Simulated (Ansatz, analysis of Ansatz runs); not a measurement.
# Migration in Al5AgS8 (F-43m): V_S hop (3.6 Å), charge +2

Wanted: path and barrier of a jump of S in Al5AgS8 (F-43m) at charge +2. The case: V_S hop (3.6 Å), in a cell of 56 host atoms with 1 S taken out.

Calculated with Ansatz 0.2.0; plane-wave PAW DFT, PBEsol; nudged elastic band between two relaxed defect structures at fixed charge in a uniform background.

## 1. The starting structure

The cell holds 55 atoms: 20 Al, 4 Ag and 31 S. Its edges and angles: a = 10.073 Å, b = 10.073 Å, c = 10.073 Å, α = 90.0°, β = 90.0°, γ = 90.0°. It derives from Al5AgS8 (space group F-43m). Nearest the centre at fractional (0.623, 0.240, 0.490): Al15 at 1.64 Å, S50 at 1.78 Å, S25 at 2.90 Å, Al20 at 2.90 Å, Ag23 at 2.92 Å, S42 at 2.95 Å, Al9 at 3.02 Å, Al7 at 3.16 Å. The cell carries charge +2.

The cell's shortest repeat is 10.1 Å.

## 2. Relaxation of the start point, charge +2

A barrier is counted from a minimum, so both ends are relaxed first. Small random displacements break the symmetry of the ideal sites, so that the defect can distort if it gains by it. The charge of +2 is set by the electron count, and a uniform background keeps the cell neutral.

The input, qp2.start/input.yaml:

```yaml
crystal:
  lattice:
    - [10.0726001, 0.0, 0.0]
    - [0.0, 0.0, -10.0726001]
    - [0.0, 10.0726001, 0.0]
  atoms:
    - { symbol: Al, position: [0.11855736, 0.38144264, 0.61855736] }
    - { symbol: Al, position: [0.11855736, 0.88144264, 0.11855736] }
    - { symbol: Al, position: [0.61855736, 0.38144264, 0.11855736] }
    - { symbol: Al, position: [0.61855736, 0.88144264, 0.61855736] }
    - { symbol: Al, position: [0.38144264, 0.38144264, 0.88144264] }
    - { symbol: Al, position: [0.38144264, 0.88144264, 0.38144264] }
    - { symbol: Al, position: [0.88144264, 0.38144264, 0.38144264] }
    - { symbol: Al, position: [0.88144264, 0.88144264, 0.88144264] }
    - { symbol: Al, position: [0.38144264, 0.11855736, 0.61855736] }
    - { symbol: Al, position: [0.38144264, 0.61855736, 0.11855736] }
    - { symbol: Al, position: [0.88144264, 0.11855736, 0.11855736] }
    - { symbol: Al, position: [0.88144264, 0.61855736, 0.61855736] }
    - { symbol: Al, position: [0.11855736, 0.11855736, 0.88144264] }
    - { symbol: Al, position: [0.11855736, 0.61855736, 0.38144264] }
    - { symbol: Al, position: [0.61855736, 0.11855736, 0.38144264] }
    - { symbol: Al, position: [0.61855736, 0.61855736, 0.88144264] }
    - { symbol: Al, position: [0.0, 0.0, 0.5] }
    - { symbol: Al, position: [0.0, 0.5, 0.0] }
    - { symbol: Al, position: [0.5, 0.0, 0.0] }
    - { symbol: Al, position: [0.5, 0.5, 0.5] }
    - { symbol: Ag, position: [0.25, 0.25, 0.25] }
    - { symbol: Ag, position: [0.25, 0.75, 0.75] }
    - { symbol: Ag, position: [0.75, 0.25, 0.75] }
    - { symbol: Ag, position: [0.75, 0.75, 0.25] }
    - { symbol: S, position: [0.38614673, 0.11385327, 0.38614673] }
    - { symbol: S, position: [0.38614673, 0.61385327, 0.88614673] }
    - { symbol: S, position: [0.88614673, 0.11385327, 0.88614673] }
    - { symbol: S, position: [0.88614673, 0.61385327, 0.38614673] }
    - { symbol: S, position: [0.11385327, 0.11385327, 0.11385327] }
    - { symbol: S, position: [0.11385327, 0.61385327, 0.61385327] }
    - { symbol: S, position: [0.61385327, 0.61385327, 0.11385327] }
    - { symbol: S, position: [0.11385327, 0.38614673, 0.38614673] }
    - { symbol: S, position: [0.11385327, 0.88614673, 0.88614673] }
    - { symbol: S, position: [0.61385327, 0.38614673, 0.88614673] }
    - { symbol: S, position: [0.61385327, 0.88614673, 0.38614673] }
    - { symbol: S, position: [0.38614673, 0.38614673, 0.11385327] }
    - { symbol: S, position: [0.38614673, 0.88614673, 0.61385327] }
    - { symbol: S, position: [0.88614673, 0.38614673, 0.61385327] }
    - { symbol: S, position: [0.88614673, 0.88614673, 0.11385327] }
    - { symbol: S, position: [0.36634011, 0.13365989, 0.86634011] }
    - { symbol: S, position: [0.36634011, 0.63365989, 0.36634011] }
    - { symbol: S, position: [0.86634011, 0.13365989, 0.36634011] }
    - { symbol: S, position: [0.86634011, 0.63365989, 0.86634011] }
    - { symbol: S, position: [0.13365989, 0.13365989, 0.63365989] }
    - { symbol: S, position: [0.13365989, 0.63365989, 0.13365989] }
    - { symbol: S, position: [0.63365989, 0.13365989, 0.13365989] }
    - { symbol: S, position: [0.63365989, 0.63365989, 0.63365989] }
    - { symbol: S, position: [0.13365989, 0.36634011, 0.86634011] }
    - { symbol: S, position: [0.13365989, 0.86634011, 0.36634011] }
    - { symbol: S, position: [0.63365989, 0.36634011, 0.36634011] }
    - { symbol: S, position: [0.63365989, 0.86634011, 0.86634011] }
    - { symbol: S, position: [0.36634011, 0.36634011, 0.63365989] }
    - { symbol: S, position: [0.36634011, 0.86634011, 0.13365989] }
    - { symbol: S, position: [0.86634011, 0.36634011, 0.13365989] }
    - { symbol: S, position: [0.86634011, 0.86634011, 0.63365989] }
total_charge: 2
basis:
  ecutwfc: 420
  xc_grid: 2
hamiltonian:
  xc: pbesol
kpoints:
  mp_grid: { grid: [1, 1, 1], shift: [0.25, 0.25, 0.25] }
scf:
  occupations: { method: fixed }
  max_iter: 120
output:
  forces: true
relax:
  f_tol: 0.02
  max_steps: 70
  random_displacement: { amplitude: 0.03, seed: 7045 }
```

Command:

```
$ ansatz run input.yaml --threads 4 --pin off --max-ram 7536MiB --backend cpu --events-out ev --progress --plain --runs-dir out
```

The log of the run:

```text
The last accepted step is kept in <dir> (removed where the run ends without a failure and the disk answers)
Engine: ansatz 0.2.0, aarch64-unknown-linux-gnu
Pseudopotentials: kind: paw
Pseudopotential: Al, paw, valence charge 3, recommended cutoff 420 eV (normal), Al.paw.azcp
Pseudopotential: Ag, paw, valence charge 19, recommended cutoff 420 eV (normal), Ag.paw.azcp
Pseudopotential: S, paw, valence charge 6, recommended cutoff 420 eV (normal), S.paw.azcp
Functional definition: PBEsol
  exchange = pbesol_x
  correlation = pbesol_c
Crystal: 55 atoms, lattice volume = 1021.939 Å³
Basis set: ecut = 420 eV, 20005 PW (Γ), exchange–correlation on 144×144×144 points (8 copies of the dense FFT grid, shifted against one another)
Bands: 215, of which v1, the nominal top of the filled ones, is band 160 counted from 1 (159 counted from 0)
Symmetry: 1 space group operations
k-points: 1
Non-local potential: Al, projectors of the file, l = 0: 2, l = 1: 2, l = 2: 1
Non-local potential: Ag, projectors of the file, l = 0: 3, l = 1: 2, l = 2: 2, l = 3: 1
Non-local potential: S, projectors of the file, l = 0: 2, l = 1: 2, l = 2: 2
PAW form: soft (Blöchl's): semilocal exchange-correlation on the pseudo side does not see the compensation charge
PAW frozen core: Al, regenerated for the run's functional, and the local potential with it (the file was generated under x = pbe(κ = 0.804, μ = 0.219515), c = pbe(β = 0.066725))
PAW frozen core: Ag, regenerated for the run's functional, and the local potential with it (the file was generated under x = pbe(κ = 0.804, μ = 0.219515), c = pbe(β = 0.066725))
PAW frozen core: S, regenerated for the run's functional, and the local potential with it (the file was generated under x = pbe(κ = 0.804, μ = 0.219515), c = pbe(β = 0.066725))
PAW one-centre angular grid: Al, 110 points (default); XC on 64 Gauss nodes
PAW one-centre angular grid: Ag, 590 points (default); XC on 64 Gauss nodes
PAW one-centre angular grid: S, 110 points (default); XC on 64 Gauss nodes
Initial density: superposition of atomic densities (neutral atoms scaled as one to the charged cell's electrons: chi_scale 0, normalization atom), corrected by the library's trained network
Initial wavefunctions: pseudopotential atomic-orbital guess
Functional: x = pbesol(κ = 0.804, μ = 0.123457), c = pbesol(β = 0.046)
SCF iter   1: F=—  HF=-68079.865536 eV  |F-HF|=—  |Δ(HF+E_count)|=         —  Δρ=1.43e-2  dr2=4.47e0  ethr=1.77e-3  ⟨swp⟩=5.0  Hψ=669  notcnv=0  defer=53
preconditioner: auto → Resta (q_TF=auto, 2.248 Å⁻¹)  ε∞=4.9  [insulator: Δε(μ)=1.274 eV  Ē_g=9.997 eV  n_scr=178 (ndim 8)  ℏωp=19.7 eV  f_vac=0.000  ε∞_Penn≈4.9]
SCF iter   2: F=—  HF=-68078.890635 eV  |F-HF|=—  |Δ(HF+E_count)|=   9.75e-1  Δρ=4.67e-3  dr2=3.83e-1  ethr=1.40e-3  ⟨swp⟩=3.0  Hψ=465  notcnv=0  defer=53
SCF iter   3: F=—  HF=-68078.821279 eV  |F-HF|=—  |Δ(HF+E_count)|=   6.94e-2  Δρ=2.00e-3  dr2=1.18e-1  ethr=1.20e-4  ⟨swp⟩=3.0  Hψ=323  notcnv=0  defer=44
automatic band count: iteration 3 solves 206 bands in place of 215: the levels show a gap, and the empty bands left out lie too high to hold charge; the band table lists the bands solved (type scf.n_extra_bands for more)
SCF iter   4: F=—  HF=-68078.797180 eV  |F-HF|=—  |Δ(HF+E_count)|=   2.41e-2  Δρ=6.63e-4  dr2=6.91e-3  ethr=3.68e-5  ⟨swp⟩=3.0  Hψ=321  notcnv=0  defer=44
SCF iter   5: F=—  HF=-68078.796904 eV  |F-HF|=—  |Δ(HF+E_count)|=   2.76e-4  Δρ=3.93e-4  dr2=1.82e-3  ethr=2.16e-6  ⟨swp⟩=2.0  Hψ=363  notcnv=0  defer=44
SCF iter   6: F=—  HF=-68078.796762 eV  |F-HF|=—  |Δ(HF+E_count)|=   1.42e-4  Δρ=1.37e-4  dr2=2.15e-4  ethr=5.69e-7  ⟨swp⟩=2.0  Hψ=324  notcnv=0  defer=44
SCF iter   7: F=—  HF=-68078.796802 eV  |F-HF|=—  |Δ(HF+E_count)|=   4.05e-5  Δρ=3.02e-5  dr2=1.20e-5  ethr=6.71e-8  ⟨swp⟩=2.0  Hψ=323  notcnv=0  defer=44
SCF iter   8: F=-68078.796808 eV  HF=-68078.796810 eV  |F-HF|=1.23e-6  |Δ(HF+E_count)|=   7.37e-6  Δρ=1.32e-5  dr2=2.34e-6  ethr=3.12e-9  ⟨swp⟩=4.0  Hψ=570  notcnv=0
SCF 1 converged in 8 iterations: F = -68078.796808 eV  dr2 = 2.34e-6
  greatest PAW one-centre occupation: 1.001 electrons in one spin orbital (limit 2), on the Ag atom at site 23 (counted from 0), in its partial waves of l = 0
relax step   1: F+E_penalty+E_count = -68078.79680840 eV  Δ(F+E_penalty+E_count) = +0.000e0 eV  max|allowed force component| = 1.839e0 eV/Å  Δτ_max = 0.0000 Å  (8 SCF iters, dr2 threshold 1.00e-5 eV, accepted)
[... the SCF cycles and remarks between the steps are left out from here to the last step ...]
relax step   2: F+E_penalty+E_count = -68079.96218681 eV  Δ(F+E_penalty+E_count) = -1.165e0 eV  max|allowed force component| = 7.891e-1 eV/Å  Δτ_max = 0.1948 Å  (6 SCF iters, dr2 threshold 1.00e-4 eV, accepted)
relax step   3: F+E_penalty+E_count = -68080.28720516 eV  Δ(F+E_penalty+E_count) = -3.250e-1 eV  max|allowed force component| = 1.100e-1 eV/Å  Δτ_max = 0.1480 Å  (6 SCF iters, dr2 threshold 3.89e-5 eV, accepted)
relax step   4: F+E_penalty+E_count = -68080.30369114 eV  Δ(F+E_penalty+E_count) = -1.649e-2 eV  max|allowed force component| = 3.272e-2 eV/Å  Δτ_max = 0.0454 Å  (7 SCF iters, dr2 threshold 7.56e-7 eV, accepted)
SCF iter   1: F=—  HF=-68080.304930 eV  |F-HF|=—  |Δ(HF+E_count)|=         —  Δρ=2.47e-4  dr2=8.34e-4  ethr=2.48e-6  ⟨swp⟩=3.0  Hψ=382  notcnv=0  defer=44
automatic band count: iteration 1 solves 206 bands in place of 215: the levels show a gap, and the empty bands left out lie too high to hold charge; the band table lists the bands solved (type scf.n_extra_bands for more)
SCF iter   2: F=—  HF=-68080.304719 eV  |F-HF|=—  |Δ(HF+E_count)|=   2.11e-4  Δρ=1.02e-4  dr2=1.27e-4  ethr=2.61e-7  ⟨swp⟩=2.0  Hψ=370  notcnv=0  defer=44
SCF iter   3: F=—  HF=-68080.304698 eV  |F-HF|=—  |Δ(HF+E_count)|=   2.15e-5  Δρ=3.56e-5  dr2=1.22e-5  ethr=3.97e-8  ⟨swp⟩=2.0  Hψ=324  notcnv=0  defer=38
SCF iter   4: F=—  HF=-68080.304231 eV  |F-HF|=—  |Δ(HF+E_count)|=   4.67e-4  Δρ=1.50e-5  dr2=2.37e-6  ethr=3.82e-9  ⟨swp⟩=2.0  Hψ=328  notcnv=0  defer=38
SCF iter   5: F=—  HF=-68080.304230 eV  |F-HF|=—  |Δ(HF+E_count)|=   2.84e-7  Δρ=2.97e-6  dr2=1.15e-7  ethr=7.40e-10  ⟨swp⟩=2.0  Hψ=328  notcnv=0  defer=38
SCF iter   6: F=-68080.304230 eV  HF=-68080.304230 eV  |F-HF|=9.52e-9  |Δ(HF+E_count)|=   3.57e-8  Δρ=1.67e-6  dr2=3.30e-8  ethr=3.13e-11  ⟨swp⟩=4.0  Hψ=575  notcnv=0
SCF 5 converged in 6 iterations: F = -68080.304230 eV  dr2 = 3.30e-8
relax step   5: F+E_penalty+E_count = -68080.30423037 eV  Δ(F+E_penalty+E_count) = -5.392e-4 eV  max|allowed force component| = 1.131e-2 eV/Å  Δτ_max = 0.0066 Å  (6 SCF iters, accepted)
SCF converged after 6 iterations
Free energy (F): -68080.304230 eV
Harris-Foulkes:  -68080.304230 eV  (|F-HF|=9.52e-9)
Internal energy: -68080.304230 eV  (E = F + TS)
E sigma→0 (E₀):  -68080.304230 eV
Fermi energy:    6.713195 eV
--- Per-component energies (eV) ---
  E_band       = -1418.924490
  E_kinetic    = 5916.075838
  E_local      = -20475.937490  (includes V_loc(G=0)·N_el)
  E_nonlocal   = 1399.840905
  E_hartree    = 8924.062647
  E_xc         = -4507.805900
  E_vxc        = -4238.568976  (∫ρ·V_xc dr)
  E_paw        = -42539.312646  (= ΣΔE_a)
  E_vpaw       = -1868.481091  (= ΣTr[D̂ρ^β])
  E_aug_tail   = 0.001166  (compensation charges beyond the density's cutoff)
  E_ewald      = -16800.822915
  E_core_change = 3.594165  (= ΣΔE_core)
  E_smearing   = -0.000000  (= −TS)
  E_closure    = -0.000000  (closes the sum)
  E_deformation_potential = 26.803176  (in the stress; not in F)
  Σ components = -68080.304230   (vs F -68080.304230, Δ=0.00e0)
--- Forces (eV/Å), atoms counted from 1 ---
  atom   1  Al    -0.00310329     0.00048511    -0.00081737
  atom   2  Al     0.00140846     0.00061356    -0.00082277
  [... 4 atoms left out ...]
  atom   7  Al    -0.00058825     0.00051157     0.00064444
  [... 1 atom left out ...]
  atom   9  Al    -0.00586838     0.00167475    -0.00121445
  [... 5 atoms left out ...]
  atom  15  Al     0.00094637    -0.00651711    -0.00092558
  [... 4 atoms left out ...]
  atom  20  Al     0.00080775     0.00100370     0.00092112
  [... 2 atoms left out ...]
  atom  23  Ag    -0.00399867    -0.00398867     0.00373487
  [... 1 atom left out ...]
  atom  25  S     -0.00092200    -0.00094677    -0.00157667
  [... 12 atoms left out ...]
  atom  38  S      0.01064501    -0.00764227    -0.01058583
  [... 3 atoms left out ...]
  atom  42  S      0.00051905    -0.00247099     0.00219164
  [... 7 atoms left out ...]
  atom  50  S     -0.00207038    -0.00297983    -0.00105811
  [... 1 atom left out ...]
  atom  52  S     -0.00295439    -0.00196955    -0.00103399
  [... 3 atoms left out ...]
  max |Σ_I F_I| component: 9.13e-6 eV/Å
--- Relaxed structure (5 steps of the walk, 5 accepted, 0 SCFs on fresh bases) ---
  F+E_penalty+E_count = -68080.30423037 eV   max|allowed force component| = 1.131e-2 eV/Å
  atoms:
    - { symbol: Al, position: [0.116386, 0.383504, 0.618101] }
    - { symbol: Al, position: [0.119880, 0.881136, 0.119686] }
    [... 4 atoms left out ...]
    - { symbol: Al, position: [0.885014, 0.384788, 0.375524] }
    [... 1 atom left out ...]
    - { symbol: Al, position: [0.351704, 0.123215, 0.623208] }
    [... 5 atoms left out ...]
    - { symbol: Al, position: [0.623446, 0.123205, 0.351501] }
    [... 4 atoms left out ...]
    - { symbol: Al, position: [0.495552, 0.495149, 0.495335] }
    [... 2 atoms left out ...]
    - { symbol: Ag, position: [0.756649, 0.256433, 0.756426] }
    [... 1 atom left out ...]
    - { symbol: S, position: [0.398009, 0.121036, 0.397781] }
    [... 12 atoms left out ...]
    - { symbol: S, position: [0.883529, 0.383315, 0.608137] }
    [... 3 atoms left out ...]
    - { symbol: S, position: [0.864352, 0.135473, 0.365674] }
    [... 7 atoms left out ...]
    - { symbol: S, position: [0.635695, 0.364120, 0.365686] }
    [... 1 atom left out ...]
    - { symbol: S, position: [0.365896, 0.364119, 0.635474] }
    [... 3 atoms left out ...]
```

Wall time 65 s (4 threads of Arm Neoverse N1, shared host); peak memory 1.4 GiB.

The column dr2 measures how far the density is from self-consistency, as an energy; F and HF (Harris–Foulkes) agree once it is small.

Relaxation path:

```csv
step,energy less that of the first step (eV),largest force component (eV/Å)
1,0.0000,1.8391
2,-1.1654,0.7891
3,-1.4904,0.1100
4,-1.5069,0.0327
5,-1.5074,0.0113
```

The atoms that moved most (Å, from the sites as typed, ahead of the random displacement):

```csv
atom,dx,dy,dz,length
Al9,-0.301,0.047,-0.047,0.309
Al4,0.047,0.047,0.301,0.309
Al15,0.047,-0.301,-0.047,0.309
S25,0.118,0.117,-0.073,0.181
S37,0.117,0.073,-0.117,0.181
S35,0.073,0.117,-0.117,0.181
S44,-0.121,-0.007,0.008,0.122
S47,-0.008,-0.008,0.121,0.122
```

Neighbours of S50 at the end:

```csv
atom,distance (Å)
Al20,2.332
Al15,2.434
Al7,2.522
Al3,2.527
S42,3.257
S54,3.306
S46,3.387
S25,3.440
S38,3.498
```

Read from the output:

| Item | Value |
| --- | --- |
| free energy | -68080.3042 eV |
| r.m.s. move of the farther half of the atoms | 0.04881 Å |
| largest move from the ideal geometry of this structure, a common shift of the far atoms taken out | 0.3190 Å |

The relaxation gained 1.507 eV and ended with a largest force component of 0.011 eV/Å.

[end of part 1 of 4]

[Long decimals in the printed logs are rounded to 6 places.]

[Repeated set-up lines and some long k-point lines are left out of the logs, and relaxed atomic positions are cut to six decimals.]

[Logs are printed without paths, hosts, clocks, repeated set-up lines and the standing remarks that a program may print on its own settings, such as how far it seeks lower states.]

[Hosts, paths, dates, database ids (printed as entryN), source tags and the programs' standing remarks are cut or masked in the printed files.]
